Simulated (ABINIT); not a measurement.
**BaTiO3 (P4mm): G0W0 with ABINIT, start to end**

Aim: the G0W0 gap of BaTiO3 (P4mm) on PBE, step by step.

Main program and level: ABINIT 10.8.3; PBE and many-body steps on it, plane waves.

This is a report of a sequence of runs, with most program output left out.

## (1) Starting point

The structure is tetragonal, space group P4mm (No. 99). Conventional cell: a = 3.990 Å, b = 3.990 Å, c = 4.023 Å, α = 90.00°, β = 90.00°, γ = 90.00°. Ba has 12 O at 2.80 to 2.87 Å nearest. Nearest to Ti lie 6 O at 1.84 to 2.18 Å. Nearest to O lie 2 Ti at 1.84 to 2.18 Å and 4 Ba at 2.82 Å. Nearest to O lie 2 Ti at 2.00 Å and 4 Ba at 2.80 to 2.87 Å. Farther neighbours and most contacts between anions are not listed.

The cell and positions come from the Crystallography Open Database and are kept as given unless a step says otherwise. Spin-orbit coupling is left out unless a step names it.

## (2) Ground state

This step: ABINIT 10.8.3; DFT, PBE, plane waves, norm-conserving pseudopotentials.

The ground-state density comes first.

Input file run.abi:

```
acell 3*1.0 Angstrom
rprim 
  3.990480000000 0.000000000000 0.000000000000
  0.000000000000 3.990480000000 0.000000000000
  0.000000000000 0.000000000000 4.023030000000
ntypat 3
znucl 56 22 8
natom 5
typat 1 2 3 3 3
xred 
  0.000000000000 0.000000000000 0.000000000000
  0.500000000000 0.500000000000 0.522000000000
  0.500000000000 0.500000000000 0.979000000000
  0.500000000000 0.000000000000 0.488000000000
  0.000000000000 0.500000000000 0.488000000000
pp_dirpath "pseudos"
pseudos "Ba.upf, Ti.upf, O.upf"
ecut 38
ngkpt 6 6 6
nshiftk 1
shiftk 0 0 0
kptopt 1
chksymbreak 0
nband 26
occopt 1
tolvrs 1e-10
nstep 60
prtwf 0
indata_prefix "in"
outdata_prefix "out"
tmpdata_prefix "tmp"
```

Launch:

```
$ OMP_NUM_THREADS=1 mpirun -n 8 abinit run.abi > log
```

The job ended after 36 s (8 MPI ranks of Arm Neoverse V2, shared host; peak memory 0.68 GiB; 4.8 min of CPU time).

This step gave:

```yaml
total_energy: -3738.4596 eV
gap: 1.851 eV
k_of_the_valence_top: 0.5, 0.5, 0.5
k_of_the_conduction_bottom: 0, 0, 0
least_direct_gap: 2.222 eV
pressure: 3.877 GPa
```

The gap is indirect, with the least direct gap 0.37 eV higher.

The cutoff was set for levels, not for stress, so the pressure can be off by some GPa.

## (3) Bands along the symmetry lines

Levels along a band path, at the cheap level, show where the edges lie and whether the meshes to come will hold them.

Input file run.abi:

```
acell 3*1.0 Angstrom
rprim 
  3.990480000000 0.000000000000 0.000000000000
  0.000000000000 3.990480000000 0.000000000000
  0.000000000000 0.000000000000 4.023030000000
ntypat 3
znucl 56 22 8
natom 5
typat 1 2 3 3 3
xred 
  0.000000000000 0.000000000000 0.000000000000
  0.500000000000 0.500000000000 0.522000000000
  0.500000000000 0.500000000000 0.979000000000
  0.500000000000 0.000000000000 0.488000000000
  0.000000000000 0.500000000000 0.488000000000
pp_dirpath "pseudos"
pseudos "Ba.upf, Ti.upf, O.upf"
ecut 38
iscf -2
irdden 1
kptopt 0
nkpt 75
kpt 
  0.00000000 0.00000000 0.00000000
  0.00000000 0.06250000 0.00000000
  0.00000000 0.12500000 0.00000000
  0.00000000 0.18750000 0.00000000
  0.00000000 0.25000000 0.00000000
  0.00000000 0.31250000 0.00000000
  0.00000000 0.37500000 0.00000000
  0.00000000 0.43750000 0.00000000
  0.00000000 0.50000000 0.00000000
  0.06250000 0.50000000 0.00000000
  0.12500000 0.50000000 0.00000000
  0.18750000 0.50000000 0.00000000
  0.25000000 0.50000000 0.00000000
  0.31250000 0.50000000 0.00000000
  0.37500000 0.50000000 0.00000000
  0.43750000 0.50000000 0.00000000
  0.50000000 0.50000000 0.00000000
  0.43750000 0.43750000 0.00000000
  0.37500000 0.37500000 0.00000000
  0.31250000 0.31250000 0.00000000
  0.25000000 0.25000000 0.00000000
  0.18750000 0.18750000 0.00000000
  0.12500000 0.12500000 0.00000000
  0.06250000 0.06250000 0.00000000
  0.00000000 0.00000000 0.00000000
  0.00000000 0.00000000 0.06250000
  0.00000000 0.00000000 0.12500000
  0.00000000 0.00000000 0.18750000
  0.00000000 0.00000000 0.25000000
  0.00000000 0.00000000 0.31250000
  0.00000000 0.00000000 0.37500000
  0.00000000 0.00000000 0.43750000
  0.00000000 0.00000000 0.50000000
  0.00000000 0.06250000 0.50000000
  0.00000000 0.12500000 0.50000000
  0.00000000 0.18750000 0.50000000
  0.00000000 0.25000000 0.50000000
  0.00000000 0.31250000 0.50000000
  0.00000000 0.37500000 0.50000000
  0.00000000 0.43750000 0.50000000
  0.00000000 0.50000000 0.50000000
  0.06250000 0.50000000 0.50000000
  0.12500000 0.50000000 0.50000000
  0.18750000 0.50000000 0.50000000
  0.25000000 0.50000000 0.50000000
  0.31250000 0.50000000 0.50000000
  0.37500000 0.50000000 0.50000000
  0.43750000 0.50000000 0.50000000
  0.50000000 0.50000000 0.50000000
  0.43750000 0.43750000 0.50000000
  0.37500000 0.37500000 0.50000000
  0.31250000 0.31250000 0.50000000
  0.25000000 0.25000000 0.50000000
  0.18750000 0.18750000 0.50000000
  0.12500000 0.12500000 0.50000000
  0.06250000 0.06250000 0.50000000
  0.00000000 0.00000000 0.50000000
  0.00000000 0.50000000 0.00000000
  0.00000000 0.50000000 0.06250000
  0.00000000 0.50000000 0.12500000
  0.00000000 0.50000000 0.18750000
  0.00000000 0.50000000 0.25000000
  0.00000000 0.50000000 0.31250000
  0.00000000 0.50000000 0.37500000
  0.00000000 0.50000000 0.43750000
  0.00000000 0.50000000 0.50000000
  0.50000000 0.50000000 0.00000000
  0.50000000 0.50000000 0.06250000
  0.50000000 0.50000000 0.12500000
  0.50000000 0.50000000 0.18750000
  0.50000000 0.50000000 0.25000000
  0.50000000 0.50000000 0.31250000
  0.50000000 0.50000000 0.37500000
  0.50000000 0.50000000 0.43750000
  0.50000000 0.50000000 0.50000000
istwfk *1
nband 31
nbdbuf 6
tolwfr 1e-07
nstep 50
prtwf 0
prtvol 0
indata_prefix "in"
outdata_prefix "out"
tmpdata_prefix "tmp"
```

The job ended after 28 s (8 MPI ranks; peak memory 0.68 GiB).

Numbers from this step:

```yaml
gap: 1.851 eV
k_of_the_valence_top: 0.5, 0.5, 0.5
k_of_the_conduction_bottom: 0, 0, 0
least_direct_gap: 2.222 eV
```

The gap is 1.851 eV, as in the run before at this level.

The electronic bands at the labelled points (eV, zero at the top of the highest filled band):

```tsv
point	band 17	band 18	band 19	band 20	band 21	band 22	band 23	band 24
Γ	-1.18	-0.45	-0.37	-0.37	1.85	2.22	2.22	4.12
halfway	-1.52	-1.26	-0.81	-0.67	2.27	2.80	2.85	4.27
X	-1.84	-1.67	-1.13	-0.97	2.34	3.57	3.64	4.24
halfway	-1.68	-1.53	-1.12	-0.50	2.90	3.65	3.72	4.77
M	-1.83	-1.08	-1.08	-0.07	3.66	3.66	4.02	4.77
halfway	-1.95	-1.19	-0.93	-0.51	2.76	2.98	3.16	4.76
Γ	-1.18	-0.45	-0.37	-0.37	1.85	2.22	2.22	4.12
halfway	-1.61	-1.32	-0.55	-0.55	1.93	2.99	2.99	4.12
Z	-1.96	-1.94	-0.71	-0.71	2.00	3.68	3.68	4.12
halfway	-1.43	-1.30	-1.11	-0.67	2.87	3.69	3.72	4.79
R	-1.75	-0.92	-0.89	-0.25	3.60	3.70	4.02	4.96
halfway	-2.49	-0.62	-0.53	-0.21	3.89	3.91	4.14	6.26
A	-2.42	-0.18	-0.18	0.00	4.25	4.26	4.26	6.47
halfway	-2.17	-0.89	-0.72	-0.66	3.36	3.80	3.84	6.00
Z	-1.96	-1.94	-0.71	-0.71	2.00	3.68	3.68	4.12
jump to X	-1.84	-1.67	-1.13	-0.97	2.34	3.57	3.64	4.24
halfway	-1.48	-1.41	-1.22	-0.64	3.05	3.59	3.75	4.82
R	-1.75	-0.92	-0.89	-0.25	3.60	3.70	4.02	4.96
jump to M	-1.83	-1.08	-1.08	-0.07	3.66	3.66	4.02	4.77
halfway	-2.57	-0.72	-0.72	-0.04	3.94	3.94	4.13	6.07
A	-2.42	-0.18	-0.18	0.00	4.25	4.26	4.26	6.47
```

## (4) Empty states on the mesh, 2×2×2 mesh, 132 bands

The sums over transitions need many empty states on a uniform mesh; this step solves for them.

Input file run.abi:

```
acell 3*1.0 Angstrom
rprim 
  3.990480000000 0.000000000000 0.000000000000
  0.000000000000 3.990480000000 0.000000000000
  0.000000000000 0.000000000000 4.023030000000
ntypat 3
znucl 56 22 8
natom 5
typat 1 2 3 3 3
xred 
  0.000000000000 0.000000000000 0.000000000000
  0.500000000000 0.500000000000 0.522000000000
  0.500000000000 0.500000000000 0.979000000000
  0.500000000000 0.000000000000 0.488000000000
  0.000000000000 0.500000000000 0.488000000000
pp_dirpath "pseudos"
pseudos "Ba.upf, Ti.upf, O.upf"
ecut 38
ngkpt 2 2 2
nshiftk 1
shiftk 0 0 0
kptopt 1
chksymbreak 0
iscf -2
irdden 1
istwfk *1
nband 132
nbdbuf 12
tolwfr 1e-09
nstep 60
prtvol 0
indata_prefix "in"
outdata_prefix "out"
tmpdata_prefix "tmp"
```

Launch:

```
$ OMP_NUM_THREADS=1 mpirun -n 6 abinit run.abi > log
```

Elapsed: 22 s, on 6 MPI ranks; peak memory 0.49 GiB; 2.2 min of CPU time.

This step gave:

```yaml
gap: 1.851 eV
k_of_the_valence_top: 0.5, 0.5, 0.5
k_of_the_conduction_bottom: 0, 0, 0
least_direct_gap: 2.222 eV
k_points_computed: 6
lowest_point_of_the_top_converged_band_above_the_valence_top: 68.3866 eV
```

On this mesh the gap is 1.851 eV.

## (5) Screening, 2×2×2 mesh, 120 bands, screening to 106.1 eV

The RPA dielectric matrix is built and inverted for each q.

This step: RPA screening on PBE, plane waves, norm-conserving pseudopotentials.

Changes to run.abi since step 4:

```diff
@@ -23,10 +23,11 @@
 chksymbreak 0
-iscf -2
-irdden 1
 istwfk *1
-nband 132
-nbdbuf 12
-tolwfr 1e-09
-nstep 60
-prtvol 0
+occopt 1
+irdwfk 1
+optdriver 3
+nband 120
+ecuteps 3.9
+inclvkb 2
+awtr 1
+symchi 1
 indata_prefix "in"
```

Launch:

```
$ OMP_NUM_THREADS=1 mpirun -n 8 abinit run.abi > log
```

Wall time 9.8 s (8 MPI ranks); peak memory 1.3 GiB; 78 s of CPU time.

Numbers from this step:

- ε∞ with local fields, on this mesh, along the program's q direction: 7.571
- the same without local fields: 8.475
- plasma frequency: 29.34 eV
- plane waves in the screening matrix: 171

Local fields lower ε∞ by 11 %. On a Γ-centred mesh this coarse the value itself is usually too large, while a short band sum pulls it down.

## (6) Self-energy, 2×2×2 mesh, 120 bands, screening to 106.1 eV

The self-energy is evaluated for the states that the input lists, and the levels follow from it, in one-shot runs by the linearised quasiparticle equation.

This step: G0W0 on PBE, plane waves, norm-conserving pseudopotentials.

Changes to run.abi since step 5:

```diff
@@ -26,8 +26,25 @@
 irdwfk 1
-optdriver 3
+optdriver 4
 nband 120
+gwcalctyp 0
+ecutsigx 38
+symsigma 1
+nkptgw 6
+kptgw 
+  0.0000000000 0.0000000000 0.0000000000
+  0.5000000000 0.0000000000 0.0000000000
+  0.5000000000 0.5000000000 0.0000000000
+  0.0000000000 0.0000000000 0.5000000000
+  0.5000000000 0.0000000000 0.5000000000
+  0.5000000000 0.5000000000 0.5000000000
+bdgw 
+  12 24
+  12 24
+  12 24
+  12 24
+  12 24
+  12 24
 ecuteps 3.9
-inclvkb 2
-awtr 1
-symchi 1
+irdscr 1
+ppmodel 1
 indata_prefix "in"
```

Run time: 15 s. Hardware: 8 MPI ranks; peak memory 1.4 GiB.

Numbers from this step:

- G0W0 gap on the mesh: 3.335 eV
- starting gap on the mesh: 1.851 eV
- k of the valence top: 0.5, 0.5, 0.5
- k of the conduction bottom: 0, 0, 0
- Z at the valence top: 0.765
- Z at the conduction bottom: 0.784
- least direct G0W0 gap on the computed points: 3.752 eV

The gap on the mesh goes from 1.85 eV to 3.33 eV, a correction of +1.48 eV.

Limits: finite bands, cutoff and mesh; no spin-orbit coupling; coarse k mesh. v1 is the top filled band, c1 the lowest empty one. The levels before and after the correction (eV, zero at the valence-band top of each column):

```tsv
	conduction bottom	valence top
Kohn-Sham	1.85	0.00
G0W0	3.33	0.00
```

```tsv
	level	energy (eV)
Kohn-Sham	Γ v3	-0.447
Kohn-Sham	Γ v2-v1	-0.371
Kohn-Sham	Γ c1	1.851
Kohn-Sham	Γ c2-c3	2.219
Kohn-Sham	(0.5 0.5 0.5) v3-v2	-0.176
Kohn-Sham	(0.5 0.5 0.5) v1	0.000
Kohn-Sham	(0.5 0.5 0.5) c1	4.247
Kohn-Sham	(0.5 0.5 0.5) c2-c3	4.259
G0W0	Γ v3	-0.489
G0W0	Γ v2-v1	-0.417
G0W0	Γ c1	3.335
G0W0	Γ c2-c3	3.714
G0W0	(0.5 0.5 0.5) v3-v2	-0.195
G0W0	(0.5 0.5 0.5) v1	0.000
G0W0	(0.5 0.5 0.5) c1	5.964
G0W0	(0.5 0.5 0.5) c2-c3	6.042
```

## (7) Where the time went

Times are wall times on the hardware named with each run, good to a factor of about two.

```tsv
step	time	share	memory (GiB)
ground state	36 s	33 %	0.68
bands along the symmetry lines	28 s	25 %	0.68
empty states on the mesh	22 s	20 %	0.49
screening	9.8 s	9 %	1.3
self-energy	15 s	13 %	1.4
```

## (8) What came out

| Item | Value |
| --- | --- |
| PBE gap | 1.85 eV, indirect |
| G0W0 gap on the mesh | 3.33 eV |
| GW settings | 2×2×2 mesh, 120 bands, screening to 106.1 eV, Godby-Needs plasmon pole |
| known limits | not at the basis limit; no spin-orbit coupling; coarse k mesh |

**Reading.** G0W0 moves the gap on the mesh from 1.85 eV to 3.33 eV (+1.48 eV), with Z of 0.77 and 0.78 at the edges. Local fields lower the RPA ε∞ on this mesh from 8.47 to 7.57; a Γ-centred mesh this coarse tends to raise both, most where the direct gap is narrow, while a short band sum lowers them. Bands and cutoff are finite, so the gap is not at the basis limit. The miss can reach some tenths of an eV and take either sign; the mesh is an error of its own. The 2×2×2 mesh is coarse for this cell, which bears on the long-range parts of exchange and screening. The many-body steps are scalar-relativistic: spin-orbit coupling is not in them.

[Paths, hosts, dates, memory and timing lines, banners, echoed tables and standing remarks are left out of the program output.]

[Logs are printed without paths, hosts, clocks, repeated set-up lines and the standing remarks that a program may print on its own settings, such as how far it seeks lower states.]

[Runs of the session that timed out or met a known fault of the program may be left out.]

[Hosts, paths, dates, database ids (printed as entryN), source tags and the programs' standing remarks are cut or masked in the printed files.]

[G0W0 gaps are taken among the corrected bands and points alone; a level outside them can change the order at an edge.]

[Where Ansatz stands beside ABINIT at settings called matched, ABINIT's density can come from a denser mesh and the files from another edition; pairs whose starting gaps differed by over 0.03 eV were left out, so agreement reads better than it is.]
